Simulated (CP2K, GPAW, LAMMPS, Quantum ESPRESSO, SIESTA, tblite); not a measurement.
## GPAW runs on amorphous SiO1.7 (154 atoms)

Wanted: GPAW inputs and outputs for amorphous SiO1.7 (154 atoms), checked against a plane-wave reference.

Method: the method is named at each step, in GPAW 26.7.0.

**1. Set-up**

The cell holds 154 atoms: 57 Si and 97 O. Cell: a = 13.312 Å, b = 13.312 Å, c = 13.312 Å, α = 90.0°, β = 90.0°, γ = 90.0°. 154 atoms (57 Si, 97 O) placed at random at 2.22 g/cm³, melted at 5000 K for 10 ps at fixed volume with the Tersoff Si-O potential (Munetoh et al., Comput. Mater. Sci. 39, 334 (2007)). Quenched from 5000 K to 100 K at 10 K/ps and fixed volume, held 5 ps.

The yardstick, on the same geometry:

| Quantity | Value |
| --- | --- |
| method | Kohn-Sham DFT, PBE, SSSP efficiency 1.3.0 pseudopotentials, plane waves (Quantum ESPRESSO 7.5); sssp-pbe-1.3.0-efficiency, cutoffs 60/480 Ry, Γ point |
| r.m.s. force component | 1.344 eV/Å |
| longest force | 5.621 eV/Å |
| pressure | 3.582 GPa |
| time | 39 min on 2 MPI ranks of Arm Neoverse V2, shared host |
| CPU time | 78 min |

**2. PBE, LCAO dzp, h 0.18 Å**

Method: Kohn-Sham DFT, PBE, PAW, atomic orbitals (dzp).

Input file run.py:

```python
import numpy as np
from ase.io import read
from gpaw import GPAW, FermiDirac
from ase.parallel import parprint as print

atoms = read("structure.xyz")
atoms.calc = GPAW(
    mode="lcao",
    basis="dzp",
    h=0.18,
    xc="PBE",
    kpts={"size": (1, 1, 1), "gamma": True},
    occupations=FermiDirac(0.05),
    maxiter=200,
    symmetry={"point_group": False},
    txt="gpaw.txt",
)
energy = atoms.get_potential_energy(force_consistent=True)
forces = atoms.get_forces()
print(f"energy {energy:.6f} eV")
print("forces (eV/A)")
for i, (a, f) in enumerate(zip(atoms, forces)):
    print(f"{i:4d} {a.symbol:2s} {f[0]:10.5f} {f[1]:10.5f} {f[2]:10.5f}")
print(f"Fermi level {atoms.calc.get_fermi_level():.4f} eV")
for k in range(len(atoms.calc.get_ibz_k_points())):
    for s in range(atoms.calc.get_number_of_spins()):
        e = atoms.calc.get_eigenvalues(kpt=k, spin=s)
        n = np.searchsorted(e, atoms.calc.get_fermi_level())
        print(f"k {k} spin {s} levels about the Fermi level:", np.round(e[max(n - 6, 0):n], 4).tolist(), "|", np.round(e[n:n + 6], 4).tolist())
```

Input file structure.xyz:

```xyz
154
Lattice="13.31250 0.00000 0.00000 0.00000 13.31250 0.00000 0.00000 0.00000 13.31250" Properties=species:S:1:pos:R:3 pbc="T T T"
Si 7.27408 11.98498 4.78678
Si 3.52568 1.26522 7.55631
Si 13.02388 8.53411 10.94753
Si 1.36227 0.49043 9.72571
Si 5.80718 6.20988 7.42318
Si 3.47230 0.21353 0.65404
Si 2.26632 9.63066 7.89591
Si 8.71410 5.76152 8.68321
Si 11.69090 8.42908 0.22139
Si 6.48505 6.87737 4.58948
Si 3.68077 4.04527 6.68940
Si 6.19537 10.12788 0.94545
Si 6.44924 11.28634 11.35503
Si 12.96185 12.37610 2.11908
Si 4.53038 7.07160 13.09005
Si 9.15900 9.55025 4.86545
Si 1.18162 1.18481 5.27987
Si 1.87094 11.79541 4.29128
Si 0.40337 2.96057 11.52956
Si 10.00008 2.12374 10.24437
Si 10.74771 11.06349 7.14801
Si 8.85002 4.48285 11.59053
Si 6.66371 3.45073 2.98453
Si 7.02434 2.16634 10.78352
Si 11.78156 12.97955 10.66917
Si 2.89187 8.85840 10.83038
Si 8.98900 8.76668 1.82102
Si 7.44541 4.44837 5.86762
Si 7.34743 0.39738 2.39652
Si 1.83819 8.74139 4.93747
Si 11.65469 2.30865 4.90526
Si 11.05869 3.97405 2.44923
Si 5.63438 12.21102 8.46143
Si 0.51386 3.93198 6.21467
Si 0.52624 12.17721 7.00770
Si 9.76738 2.94326 7.43051
Si 10.53125 1.04969 2.35538
Si 2.35498 2.33475 2.62123
Si 10.93089 2.68739 12.96345
Si 8.43640 13.29706 7.38910
Si 3.81962 7.23148 2.92516
Si 13.02042 10.93635 12.66897
Si 6.30161 13.20800 12.78333
Si 4.98873 9.12718 8.53331
Si 12.89542 6.53138 4.83244
Si 1.93963 11.62660 11.97885
Si 9.86017 6.58383 5.68843
Si 4.88116 12.01107 3.05176
Si 5.93365 2.83916 8.02025
Si 2.10311 5.11120 13.26298
Si 13.09870 6.08022 1.72157
Si 3.65881 4.19890 3.47084
Si 8.64953 9.09244 10.90600
Si 7.81990 6.94580 13.18776
Si 10.29762 8.49138 9.17657
Si 12.23712 3.55856 8.89421
[... 94 atom lines left out ...]
O 12.87013 11.25918 0.94545
O 8.91751 5.17856 5.81650
O 11.05403 2.45602 3.29325
O 0.40284 5.18109 5.16445
```

Started as:

```sh
OMP_NUM_THREADS=1 mpirun -np 4 gpaw python run.py > output.txt
```

The program printed:

```text
energy -1015.592668 eV
forces (eV/A)
   0 Si   -2.48454   -1.95979    3.78357
   1 Si   -2.42809   -3.24161    1.37770
   2 Si   -0.27443   -2.20376   -2.29491
   3 Si   -0.27377    0.20763   -0.17522
   4 Si    0.17845    2.89785    3.24422
   5 Si    0.29366    0.00306    0.73718
   6 Si   -3.10135   -0.03844   -1.07534
   7 Si    1.09838   -0.87744    0.02594
   8 Si   -0.78234   -1.34667    1.52851
   9 Si   -0.71132    6.00981    0.78976
  10 Si   -2.36844    2.39444   -2.47814
  11 Si   -1.47016   -3.53395   -0.63146
  12 Si    0.59873    2.57359    1.41854
  13 Si    1.77289    1.53835   -1.27060
  14 Si   -0.01221    1.20603    0.18485
  15 Si    0.40645   -0.55316    0.94432
  16 Si    0.98311    0.29923    0.68188
  17 Si    2.39466   -1.38946   -2.51218
  18 Si    1.90852   -1.85021   -0.31693
  19 Si   -0.54286   -2.24149    0.32787
  20 Si    0.02671    0.56268   -0.45667
  21 Si   -2.76365    1.05020   -1.12518
  22 Si   -0.01127   -0.56602   -0.11917
  23 Si    0.87459    0.07922    1.63010
[...]
146 O     0.38497    0.13683    0.06904
 147 O    -0.61497   -0.60077   -1.05735
 148 O     1.78964   -1.19794   -1.76589
 149 O     0.58214   -1.14957   -0.50994
 150 O    -0.83239   -1.51154    0.88102
 151 O     0.21681    1.11085   -4.07458
 152 O    -1.67349    0.59870   -3.18585
 153 O     0.92638   -1.17435   -0.14933
Fermi level 5.1778 eV
k 0 spin 0 levels about the Fermi level: [4.9367, 4.9869, 5.0211, 5.0666, 5.1051, 5.1492] | [5.1926, 5.2507, 5.3082, 5.3559, 5.4617, 5.4761]
```

gpaw.txt:

```text
Input parameters:
  mode=LCAO(),
  basis={'default': 'dzp'},
  h=0.18,
  kpts=MonkhorstPack(size=(1, 1, 1), gamma=True),
  maxiter=200,
  occupations=Occupations(name='fermi-dirac', width=0.05, fixmagmom=False),
  symmetry=Symmetry(point_group=False),
  xc=XC(name='PBE')
Unit cell  # Å
| periodic |         x |         y |         z |   lengths |    angles |
|----------|-----------|-----------|-----------|-----------|-----------|
|      yes | 13.312500 |  0.000000 |  0.000000 | 13.312500 | 90.000000 |
|      yes |  0.000000 | 13.312500 |  0.000000 | 13.312500 | 90.000000 |
|      yes |  0.000000 |  0.000000 | 13.312500 | 13.312500 | 90.000000 |
Number of symmetries: 1
Symmetry operations  # r_c * U_cc + t_c -> r_c
|   | kind |            matrix            |
|---|------|------------------------------|
| 0 |  E   |  1, 0, 0,  0, 1, 0,  0, 0, 1 |
BZ-sampling:
  Number of BZ points: 1
  Number of IBZ points: 1
  Monkhorst-Pack size: [1, 1, 1]
  Monkhorst-Pack shift: [0, 0, 0]
[... lines left out ...]
      Number of RI-basis functions 0
Reference energy: -647484.295473  # eV
eigensolver:
density mixing:
  MSR1-Mixer
occupation numbers:
  Fermi-Dirac:
    width: 0.0500  # eV
FastPoissonSolver using
    Stencil: 6*3+1=19 point O(h^6) finite-difference Laplacian
xc functional:
  name: PBE with 2 nearest neighbor stencil
interpolation: tri-quintic # 5. degree polynomial
Initialization done in: 3.985 s
convergence criteria:
- Maximum [total energy] change in last 3 cyles: 0.0005 eV / valence electron
- Maximum integral of absolute [dens]ity change: 0.0001 electrons / valence electron
- Maximum integral of absolute [eigenst]ate change: 4e-08 eV^2 / valence electron
maximum number of iterations: 200
SCF iterations
|iter     |      energy | eigst |  dens |
|---------|-------------|-------|-------|
|iter:   1|-1110.893289 |      c|       |
|iter:   2|-1085.330786 |      c| -0.78 |
|iter:   3|-1043.629399 |      c| -0.83 |
|iter:   4|-1031.945796 |      c| -1.23 |
[...]
|iter:  11|-1015.687783 |      c| -2.06 |
|iter:  12|-1015.530634 |      c| -2.24 |
|iter:  13|-1015.475998c|      c| -2.38 |
|iter:  14|-1015.442234c|      c| -2.60 |
|iter:  15|-1015.430083c|      c| -2.78 |
[...]
|iter:  22|-1015.423490c|      c| -3.91 |
|iter:  23|-1015.423439c|      c| -3.81 |
|iter:  24|-1015.423399c|      c| -4.31c|
Converged in 24 steps
SCF loop duration: 187.053 s (7.794 s/step)
Energy contributions relative to reference atoms: (reference = -647484.295473)
Energy contributions:
  Kinetic:        1199.323139
  Coulomb:       -1015.854868
  Zero:             16.889290
  External:          0.000000
  Xc:            -1215.611691
  Entropy:          -0.338537
  Spinorbit:         0.000000
  ----------------------------
  Free energy:   -1015.592668
  Extrapolated:  -1015.423399
dipole moment: (69.486819, 85.724062, 91.654314)  # |e|*Ang
Fermi level: 5.178
Eigenvalues  # (at kpt = [0.000, 0.000, 0.000])
| band index |      eig [eV] | occ [0-2] |
|------------|---------------|-----------|
|          0 |       -21.207 |     2.000 |
|        ... |               |           |
|        397 |         4.618 |     2.000 |
|        398 |         4.768 |     1.999 |
[...]
|        412 |         5.600 |     0.000 |
|        ... |               |           |
|        489 |         9.524 |     0.000 |
Gap: 0.043 eV
Transition (v -> c):
  (s=0, k=0, n=404, [0.00, 0.00, 0.00]) -> (s=0, k=0, n=405, [0.00, 0.00, 0.00])
No difference between direct/indirect transitions
Force computation time: 11.542  # s
```

It took 3.4 min on 4 MPI ranks of Arm Neoverse V2, shared host; peak memory 4.2 GiB.

Banners, paths, timers and routine set-up lines are dropped from the logs unmarked, and long logs keep their key lines alone; longer cuts are marked.

Against the reference:

* r.m.s. force component: 1.421 eV/Å
* r.m.s. difference of force components: 297.7 meV/Å
* longest difference of force vectors: 1057 meV/Å
* force difference over r.m.s. force: 22.15 %
* slope of forces against the reference's: 1.034
* correlation of force components: 0.9784

Length of the force difference by element (eV/Å):

```
element  atoms  mean  most
      O     97  0.53  0.78
     Si     57  0.36   1.1
```

The surroundings of Si10, which bears the longest force, nearest first, numbered as they follow in the input and with coordinates relative to it.

```
atom      x      y      z  distance (Å)  bonds     Fx     Fy  Fz (eV/Å)
Si10   0.00   0.00   0.00          0.00      3  -0.71   6.01       0.79
 O78  -1.38   0.52  -0.65          1.61      2  -1.43  -0.19      -1.38
O149   1.39  -0.11  -0.81          1.61      2   1.79  -1.20      -1.77
O100   0.05  -1.01   1.37          1.71      3  -0.73  -2.10       0.32
Si28   0.96  -2.43   1.28          2.91      4   2.01  -2.42      -0.76
 Si5  -0.68  -0.67   2.83          2.99      4   0.18   2.90       3.24
 O98   2.59   1.19   1.01          3.02      2  -0.08   0.03       0.74
Si57   2.07  -0.98  -2.04          3.07      4   0.16  -2.94       1.81
Si41  -2.67   0.35  -1.66          3.16      4  -0.84   0.59      -0.54
O152   2.43  -1.70   1.23          3.21      2   0.22   1.11      -4.07
```

Atoms are counted from 1 here, from 0 in the log.

Forces lie 22 % from the reference's, at 0.18 times its CPU time (on 4 against 2 cores).

The forces add up to 0.68 eV/Å instead of zero, usually a sign of too coarse a grid.

**3. Results**

```
force difference from the reference : GPAW PBE, LCAO dzp, h 0.18 Å, 22 %
its CPU time                        : 14 min
```

**Reading.** The PBE run in local orbitals differs by 22 % (GPAW PBE, LCAO dzp, h 0.18 Å); basis, grid and potentials can all enter. One electronic-structure run takes under half the reference's CPU time: GPAW PBE, LCAO dzp, h 0.18 Å, at 22 % in 14 min against 78 min. The quench rate of 10 K/ps is many orders above laboratory rates, so the cell is likely richer in defects and strain than a real sample. The network of bonds at the start is that of the classical potential that made the cell, and needn't be the one that DFT or experiment would give. The electronic-structure runs sample only Γ, in a cell whose shortest periodic width is 13 Å, which is coarse for a cell with partly filled levels.

[Also dropped from logs without a mark: logging warnings of Python, and SIESTA's first energy breakdown and zero terms.]

[Logs are printed without paths, hosts, clocks, repeated set-up lines and the standing remarks that a program may print on its own settings, such as how far it seeks lower states.]

[Hosts, paths, dates, database ids (printed as entryN), source tags and the programs' standing remarks are cut or masked in the printed files.]
